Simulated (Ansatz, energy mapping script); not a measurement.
# Spin model of NiO from collinear orders, part 2 of 3

How strongly do the moments of NiO couple under LDA+U (1.98 eV)? The plan is to run several orders and fit a Heisenberg model.

LDA with U = 1.98 eV on Ni d, ortho-atomic projectors; plane waves, U on orthogonalised atomic orbitals unless named otherwise, collinear spin, no spin–orbit coupling.

So far. Step 4 (Parallel start in cell A (4 atoms)): The run ends ferromagnetic.

## 5. Order 2: compensated +−, cell A of 4 atoms

This order reverses 8 of the 12 neighbours at 2.95 Å, 0 of the 6 neighbours at 4.17 Å and 16 of the 24 neighbours at 5.11 Å, counted for an average magnetic atom.

Contents of input.yaml:

```yaml
crystal:
  lattice:
    - [0.0, -2.085901641, -2.085901641]
    - [0.0, 2.085901641, -2.085901641]
    - [4.171803282, 0.0, 0.0]
  atoms:
    - { symbol: Ni, position: [0.5, 0.5, 0.5], spin: 2.0 }
    - { symbol: Ni, position: [0.0, 0.0, 0.0], spin: -2.0 }
    - { symbol: O, position: [0.5, 0.5, 0.0] }
    - { symbol: O, position: [0.0, 0.0, 0.5] }
magnetization:
  spin_polarized: true
kpoints:
  mp_grid: { grid: [8, 8, 6] }
hamiltonian:
  xc: lda
  hubbard:
    sites:
      - { species: Ni, l: d, u_eff: 1.98 }
      - { site: 0, l: d, u_eff: 1.98, starting_ns: [{ spin: up, occupation_matrix: ni1_major }, { spin: down, occupation_matrix: ni1_minor }] }
      - { site: 1, l: d, u_eff: 1.98, starting_ns: [{ spin: up, occupation_matrix: ni1_minor }, { spin: down, occupation_matrix: ni1_major }] }
    projectors: ortho-atomic
    occupation_matrices:
      ni1_major:
        matrix:
          - [0.99, 0.0, 0.0, 0.0, 0.0]
          - [0.0, 0.997, 0.0, 0.0, 0.0]
          - [0.0, 0.0, 0.997, 0.0, 0.0]
          - [0.0, 0.0, 0.0, 0.99, 0.0]
          - [0.0, 0.0, 0.0, 0.0, 0.997]
      ni1_minor:
        matrix:
          - [0.246, 0.0, 0.0, 0.0, 0.0]
          - [0.0, 0.991, 0.0, 0.0, 0.0]
          - [0.0, 0.0, 0.991, 0.0, 0.0]
          - [0.0, 0.0, 0.0, 0.246, 0.0]
          - [0.0, 0.0, 0.0, 0.0, 0.991]
scf:
  occupations: { method: fermi_dirac, width: 0.05 }
output:
  eigenvalues: true
  write_density: true
  write_potential: true
  elf: true
  volumetric_format: npy
```

Started as:

```console
$ ansatz run input.yaml --threads 4 --pin off --max-ram 8192MiB --backend cpu --events-out ev --progress --plain --runs-dir out
```

Numbers of over 12 decimals in the logs are rounded to 6 here.

Output:

```text
[...]
Crystal: 4 atoms, lattice volume = 36.303 Å³
Basis set: ecut = 420 eV, 681 PW (Γ)
Bands: 32, of which v1, the nominal top of the filled ones, is band 24 counted from 1 (23 counted from 0)
Symmetry: 16 space group operations
[...]
k-points: 60 of 384
[...]
Starting moments: Σ|m| = 4 μB on 2 of 4 sites
Starting magnetic order: antiferromagnet; a translation exchanges its spin sublattices: spin-degenerate at every k-point
[...]
SCF iter   1: F=—  HF=-12658.550917 eV  |F-HF|=—  |Δ(HF+E_count)|=         —  Δρ=2.66e-1 (↑2.66e-1 ↓2.66e-1)  dr2=5.17e1  dr2_m=8.42e0  M=0.000 μB ∫|m|=1.009 μB  β_m=0.30  ethr=3.10e-3  ⟨swp⟩=5.3  Hψ=6853  notcnv=0  defer=25
[...]
SCF iter  14: F=-12652.748288 eV  HF=-12652.748288 eV  |F-HF|=7.49e-10  |Δ(HF+E_count)|=   3.71e-8  Δρ=7.81e-6 (↑7.81e-6 ↓7.81e-6)  dr2=1.35e-8  dr2_m=1.24e-8  M=0.000 μB ∫|m|=3.556 μB  ethr=2.08e-10  ⟨swp⟩=7.8  Hψ=7988  notcnv=0
SCF 1 converged in 14 iterations: F = -12652.748288 eV  dr2 = 1.35e-8
[...]
SCF converged after 14 iterations
Magnetization: 0.0000 μB (24.0000 up, 24.0000 down)
Absolute magnetization: 3.5678 μB (∫|ρ↑−ρ↓|, with the PAW one-centre terms)
[...]
Per-site moments (μB) at R_I (Å): [(1.554742, 0.860434), (-1.554742, 0.860434), (-0.111386, 0.860434), (0.111386, 0.860434)]
Free energy (F): -12652.748288 eV
[...]
Internal energy: -12652.738269 eV  (E = F + TS)
E sigma→0 (E₀):  -12652.743279 eV
Entropy (-TS):   -0.010019 eV (-2.505 meV/atom)
Fermi energy:    14.028684 eV
[...]
--- Specified on-site occupations, and those of the state reported ---
  electrons in the specified blocks: 16.8720 specified, 16.8420 found
[...]
--- Band table (eV; the first three rows and the last of 120) ---
  k-point 0 ↑: bands = [... 20 lower, 11.4589, 11.4589, 12.0644, 12.0644, 13.7546, 14.1117, 15.7774, 20.1652, ... 4 higher]
  k-point 1 ↑: bands = [... 20 lower, 11.6121, 11.6121, 12.2124, 12.2124, 13.7517, 14.3495, 16.4977, 20.3789, ... 4 higher]
  k-point 2 ↑: bands = [... 20 lower, 11.8568, 11.8568, 12.4689, 12.4689, 13.7460, 14.5982, 18.1054, 20.5482, ... 4 higher]
  k-point 59 ↓: bands = [... 20 lower, 12.1731, 12.1731, 12.2483, 12.4425, 14.3720, 15.0891, 22.3930, 22.8119, ... 4 higher]
Occupation matrices written to <dir>
```

Run time: 1.6 s. Hardware: 4 threads of Arm Neoverse V2, shared host; peak memory 0.4 GiB; 5.3 s of CPU time.

Spin moment in the sphere by atom:

| atom | spin moment in the sphere (μB) |
| --- | --- |
| Ni1 | 1.55 |
| Ni2 | -1.55 |
| O3 | -0.11 |
| O4 | 0.11 |

The run ends antiferromagnetic, 40.20 meV a magnetic atom above the parallel order of its cell (energies taken at zero occupation width, not the printed F).

Spin density in the ac plane of the conventional cell at fractional y = 0.000, with atoms of Ni and O within 0.2 Å of it.

Ten even steps from '_' (-5.2 e/Å³) to '@' (5.2 e/Å³), each cell a mean:
```
..--====++==++++++++++====::
--====++++++++++++++++======
====++++++++++++++++++++++==
++++++++++++++++++++++++++++
==++++++++++++++++++++++++==
==++++++++++**##++++++++++==
==++++++++**%%@@##++++++++++
==++++++++++##%%**++++++++==
==++++++++++++**++++++++++==
++++++++++++++++++++++++++++
====++++++++++++++++++++++==
====++++++++++++++++++++====
::======++++++++++++++====--
__::====++====++====++==--..
```
Columns run along a (4.2 Å), rows up along c (4.2 Å), edges of the conventional cell, whose origin can differ from the input's. Atoms in or near the plane, at fractional coordinates: Ni at (0.50, 0.50), Ni at (0.00, 0.00), O at (0.00, 0.50), O at (0.50, 0.00).

ELF in the ac plane of the conventional cell at fractional y = 0.000, with atoms of Ni and O within 0.2 Å of it. It is the smooth field of the valence electrons, not physical close to the nuclei.

Ten even steps from '_' (0.10) to '@' (0.79), each cell a mean:
```
**==..__**@@%%**@@@@--__::++
::::..__==%%@@@@@@##::__..::
________..==****++--________
--::..__________________::--
@@%%++..__........____--##@@
%%@@%%::__::====--..__++@@@@
==%%@@--__::**##==....**@@**
**@@@@--__::++**==....**@@%%
@@@@##::__..::::::..__==%%@@
**++--________________..==**
..________::----::..________
....____--##@@@@%%++..__....
++--..__++@@@@%%@@%%::__::==
%%==..__**@@**==%%@@--__::**
```
Columns run along a (4.2 Å), rows up along c (4.2 Å), edges of the conventional cell, whose origin can differ from the input's. Atoms in or near the plane, at fractional coordinates: Ni at (0.50, 0.50), Ni at (0.00, 0.00), O at (0.00, 0.50), O at (0.50, 0.00).

## 6. Order 3: parallel, cell B of 4 atoms

A new cell needs its own zero of energy.

This run holds the same structure in another cell (c 4.172 → 5.109 Å, α 90.0 → 73.2°, β 90.0 → 73.2°, γ 90.0 → 60.0°).

Contents of input.yaml:

```yaml
crystal:
  lattice:
    - [0.0, -2.085901641, -2.085901641]
    - [-2.085901641, 0.0, -2.085901641]
    - [2.085901641, 2.085901641, -4.171803282]
  atoms:
    - { symbol: Ni, position: [0.5, 0.5, 0.5], spin: 2.0 }
    - { symbol: Ni, position: [0.0, 0.0, 0.0], spin: 2.0 }
    - { symbol: O, position: [0.75, 0.75, 0.75] }
    - { symbol: O, position: [0.25, 0.25, 0.25] }
magnetization:
  spin_polarized: true
kpoints:
  mp_grid: { grid: [9, 9, 9] }
hamiltonian:
  xc: lda
  hubbard:
    sites:
      - { species: Ni, l: d, u_eff: 1.98 }
      - { site: 0, l: d, u_eff: 1.98, starting_ns: [{ spin: up, occupation_matrix: ni1_major }, { spin: down, occupation_matrix: ni1_minor }] }
      - { site: 1, l: d, u_eff: 1.98, starting_ns: [{ spin: up, occupation_matrix: ni1_major }, { spin: down, occupation_matrix: ni1_minor }] }
    projectors: ortho-atomic
    occupation_matrices:
      ni1_major:
        matrix:
          - [0.99, 0.0, 0.0, 0.0, 0.0]
          - [0.0, 0.997, 0.0, 0.0, 0.0]
          - [0.0, 0.0, 0.997, 0.0, 0.0]
          - [0.0, 0.0, 0.0, 0.99, 0.0]
          - [0.0, 0.0, 0.0, 0.0, 0.997]
      ni1_minor:
        matrix:
          - [0.246, 0.0, 0.0, 0.0, 0.0]
          - [0.0, 0.991, 0.0, 0.0, 0.0]
          - [0.0, 0.0, 0.991, 0.0, 0.0]
          - [0.0, 0.0, 0.0, 0.246, 0.0]
          - [0.0, 0.0, 0.0, 0.0, 0.991]
scf:
  occupations: { method: fermi_dirac, width: 0.05 }
output:
  eigenvalues: true
```

Output:

```text
[...]
Crystal: 4 atoms, lattice volume = 36.303 Å³
Basis set: ecut = 420 eV, 683 PW (Γ)
Bands: 32, of which v1, the nominal top of the filled ones, is band 24 counted from 1 (23 counted from 0)
Symmetry: 24 space group operations
[...]
k-points: 85 of 729
[...]
Starting moments: Σ|m| = 4 μB on 2 of 4 sites
[...]
k-point 1 ↑: bands = [... 20 lower, 11.0667, 11.3353, 11.3353, 11.6832, 13.9226, 13.9226, 15.8092, 19.4997, ... 4 higher]
  k-point 2 ↑: bands = [... 20 lower, 11.0269, 11.5794, 11.7695, 11.7695, 13.7526, 13.7526, 16.4006, 19.3935, ... 4 higher]
  k-point 84 ↓: bands = [... 20 lower, 12.6912, 12.7484, 14.6692, 14.7433, 15.5792, 15.6906, 23.0479, 23.1731, ... 4 higher]
Occupation matrices written to <dir>
[key lines of the parts left out:]
SCF converged after 13 iterations
Magnetization: 3.8660 μB (25.9330 up, 22.0670 down)
Free energy (F): -12652.824611 eV
Fermi energy:    13.895822 eV
```

Wall time 3.2 s (4 threads); peak memory 0.43 GiB; 12 s of CPU time.

The run ends ferromagnetic. For each magnetic atom its energy differs from the parallel run of the first cell by 1.83 meV, an error that one common reference would have brought in.

## 7. Compensated +− start in cell B (4 atoms)

This order reverses 6 of the 12 neighbours at 2.95 Å, 6 of the 6 neighbours at 4.17 Å and 12 of the 24 neighbours at 5.11 Å, counted for an average magnetic atom.

input.yaml, as its differences from that of step 6:

```diff
@@ -7,3 +7,3 @@
     - { symbol: Ni, position: [0.5, 0.5, 0.5], spin: 2.0 }
-    - { symbol: Ni, position: [0.0, 0.0, 0.0], spin: 2.0 }
+    - { symbol: Ni, position: [0.0, 0.0, 0.0], spin: -2.0 }
     - { symbol: O, position: [0.75, 0.75, 0.75] }
@@ -20,3 +20,3 @@
       - { site: 0, l: d, u_eff: 1.98, starting_ns: [{ spin: up, occupation_matrix: ni1_major }, { spin: down, occupation_matrix: ni1_minor }] }
-      - { site: 1, l: d, u_eff: 1.98, starting_ns: [{ spin: up, occupation_matrix: ni1_major }, { spin: down, occupation_matrix: ni1_minor }] }
+      - { site: 1, l: d, u_eff: 1.98, starting_ns: [{ spin: up, occupation_matrix: ni1_minor }, { spin: down, occupation_matrix: ni1_major }] }
     projectors: ortho-atomic
```

Output:

```text
[...]
Crystal: 4 atoms, lattice volume = 36.303 Å³
Basis set: ecut = 420 eV, 683 PW (Γ)
Bands: 32, of which v1, the nominal top of the filled ones, is band 24 counted from 1 (23 counted from 0)
Symmetry: 12 space group operations
[...]
k-points: 85 of 729
[...]
Starting moments: Σ|m| = 4 μB on 2 of 4 sites
[...]
k-point 1 ↑: bands = [... 20 lower, 11.7736, 12.3346, 12.3346, 12.4743, 15.5257, 15.5257, 15.9732, 19.6131, ... 4 higher]
  k-point 2 ↑: bands = [... 20 lower, 11.9897, 12.3909, 12.5426, 12.5426, 15.4015, 15.4015, 16.5650, 19.5240, ... 4 higher]
  k-point 84 ↓: bands = [... 20 lower, 12.3323, 12.3549, 12.6709, 12.7337, 15.0808, 15.2481, 22.7695, 22.9648, ... 4 higher]
Occupation matrices written to <dir>
[key lines of the parts left out:]
SCF converged after 14 iterations
Magnetization: 0.0000 μB (24.0000 up, 24.0000 down)
Free energy (F): -12653.338068 eV
Fermi energy:    13.824645 eV
```

Wall time 1.9 s (4 threads); peak memory 0.43 GiB.

The run ends antiferromagnetic, 259.01 meV a magnetic atom below the parallel order of its cell.

## 8. Parallel start in cell C (6 atoms)

The parallel order again, as the reference for this cell.

Contents of input.yaml:

```yaml
crystal:
  lattice:
    - [0.0, 2.085901641, 2.085901641]
    - [-2.085901641, 0.0, -2.085901641]
    - [-4.171803282, -4.171803282, 4.171803282]
  atoms:
    - { symbol: Ni, position: [0.0, 0.0, 0.0], spin: 2.0 }
    - { symbol: Ni, position: [0.333333333, 0.666666667, 0.666666667], spin: 2.0 }
    - { symbol: Ni, position: [0.666666667, 0.333333333, 0.333333333], spin: 2.0 }
    - { symbol: O, position: [0.666666667, 0.333333333, 0.833333333] }
    - { symbol: O, position: [0.0, 0.0, 0.5] }
    - { symbol: O, position: [0.333333333, 0.666666667, 0.166666667] }
magnetization:
  spin_polarized: true
kpoints:
  mp_grid: { grid: [9, 9, 3] }
hamiltonian:
  xc: lda
  hubbard:
    sites:
      - { species: Ni, l: d, u_eff: 1.98 }
      - { site: 0, l: d, u_eff: 1.98, starting_ns: [{ spin: up, occupation_matrix: ni1_major }, { spin: down, occupation_matrix: ni1_minor }] }
      - { site: 1, l: d, u_eff: 1.98, starting_ns: [{ spin: up, occupation_matrix: ni1_major }, { spin: down, occupation_matrix: ni1_minor }] }
      - { site: 2, l: d, u_eff: 1.98, starting_ns: [{ spin: up, occupation_matrix: ni1_major }, { spin: down, occupation_matrix: ni1_minor }] }
    projectors: ortho-atomic
    occupation_matrices:
      ni1_major:
        matrix:
          - [0.99, 0.0, 0.0, 0.0, 0.0]
          - [0.0, 0.997, 0.0, 0.0, 0.0]
          - [0.0, 0.0, 0.997, 0.0, 0.0]
          - [0.0, 0.0, 0.0, 0.99, 0.0]
          - [0.0, 0.0, 0.0, 0.0, 0.997]
      ni1_minor:
        matrix:
          - [0.246, 0.0, 0.0, 0.0, 0.0]
          - [0.0, 0.991, 0.0, 0.0, 0.0]
          - [0.0, 0.0, 0.991, 0.0, 0.0]
          - [0.0, 0.0, 0.0, 0.246, 0.0]
          - [0.0, 0.0, 0.0, 0.0, 0.991]
scf:
  occupations: { method: fermi_dirac, width: 0.05 }
output:
  eigenvalues: true
```

Output:

```text
[...]
Crystal: 6 atoms, lattice volume = 54.454 Å³
Basis set: ecut = 420 eV, 1057 PW (Γ)
Bands: 47, of which v1, the nominal top of the filled ones, is band 36 counted from 1 (35 counted from 0)
Symmetry: 36 space group operations
[...]
k-points: 31 of 243
[...]
Starting moments: Σ|m| = 6 μB on 3 of 6 sites
[...]
k-point 1 ↑: bands = [... 32 lower, 11.6877, 11.7701, 11.7701, 12.7106, 12.7106, 13.9250, 13.9250, 16.4005, ... 7 higher]
  k-point 2 ↑: bands = [... 32 lower, 11.5185, 11.5498, 11.7741, 12.7060, 12.9596, 13.3867, 13.7845, 16.3352, ... 7 higher]
  k-point 30 ↓: bands = [... 32 lower, 12.6921, 14.7410, 14.7410, 14.7410, 15.5764, 15.5764, 15.5764, 23.1718, ... 7 higher]
Occupation matrices written to <dir>
[key lines of the parts left out:]
SCF converged after 12 iterations
Magnetization: 5.7796 μB (38.8898 up, 33.1102 down)
Free energy (F): -18979.237281 eV
Fermi energy:    13.895514 eV
```

Wall time 2.8 s (4 threads); peak memory 0.44 GiB; 10 s of CPU time.

The run ends ferromagnetic. For each magnetic atom its energy differs from the parallel run of the first cell by 1.87 meV, an error that one common reference would have brought in.

## 9. Order 6: uncompensated ++−, cell C of 6 atoms

This order reverses 4 of the 12 neighbours at 2.95 Å, 4 of the 6 neighbours at 4.17 Å and 12 of the 24 neighbours at 5.11 Å, counted for an average magnetic atom.

input.yaml, as its differences from that of step 8:

```diff
@@ -8,3 +8,3 @@
     - { symbol: Ni, position: [0.333333333, 0.666666667, 0.666666667], spin: 2.0 }
-    - { symbol: Ni, position: [0.666666667, 0.333333333, 0.333333333], spin: 2.0 }
+    - { symbol: Ni, position: [0.666666667, 0.333333333, 0.333333333], spin: -2.0 }
     - { symbol: O, position: [0.666666667, 0.333333333, 0.833333333] }
@@ -23,3 +23,3 @@
       - { site: 1, l: d, u_eff: 1.98, starting_ns: [{ spin: up, occupation_matrix: ni1_major }, { spin: down, occupation_matrix: ni1_minor }] }
-      - { site: 2, l: d, u_eff: 1.98, starting_ns: [{ spin: up, occupation_matrix: ni1_major }, { spin: down, occupation_matrix: ni1_minor }] }
+      - { site: 2, l: d, u_eff: 1.98, starting_ns: [{ spin: up, occupation_matrix: ni1_minor }, { spin: down, occupation_matrix: ni1_major }] }
     projectors: ortho-atomic
```

Output:

```text
[...]
Crystal: 6 atoms, lattice volume = 54.454 Å³
Basis set: ecut = 420 eV, 1057 PW (Γ)
Bands: 47, of which v1, the nominal top of the filled ones, is band 36 counted from 1 (35 counted from 0)
Symmetry: 12 space group operations
[...]
k-points: 31 of 243
[...]
Starting moments: Σ|m| = 6 μB on 3 of 6 sites
[...]
k-point 1 ↑: bands = [... 32 lower, 12.2094, 12.2094, 12.3948, 13.2648, 13.2648, 15.3577, 15.3577, 16.5032, ... 7 higher]
  k-point 2 ↑: bands = [... 32 lower, 12.2762, 12.3035, 12.3684, 13.1144, 13.3806, 15.0524, 15.3210, 16.4423, ... 7 higher]
  k-point 30 ↓: bands = [... 32 lower, 12.6855, 12.7582, 12.7582, 14.7081, 15.1879, 15.1879, 15.5399, 22.8474, ... 7 higher]
Occupation matrices written to <dir>
[key lines of the parts left out:]
SCF converged after 13 iterations
Magnetization: 1.9999 μB (37.0000 up, 35.0000 down)
Free energy (F): -18979.789354 eV
Fermi energy:    13.888556 eV
```

Run time: 3 s. Hardware: 4 threads; peak memory 0.45 GiB; 11 s of CPU time.

The run ends ferrimagnetic, 186.47 meV a magnetic atom below the parallel order of its cell.

[end of part 2 of 3]

[Logs and program files are shortened in this print: banners, set-up blocks, solver, clock and traceback lines can be left out without a mark of their own.]

[Logs are printed without paths, hosts, clocks, repeated set-up lines and the standing remarks that a program may print on its own settings, such as how far it seeks lower states.]

[Hosts, paths, dates, database ids (printed as entryN), source tags and the programs' standing remarks are cut or masked in the printed files.]

[Where a cell is said to come from a database of computed structures, the database is the Materials Project.]
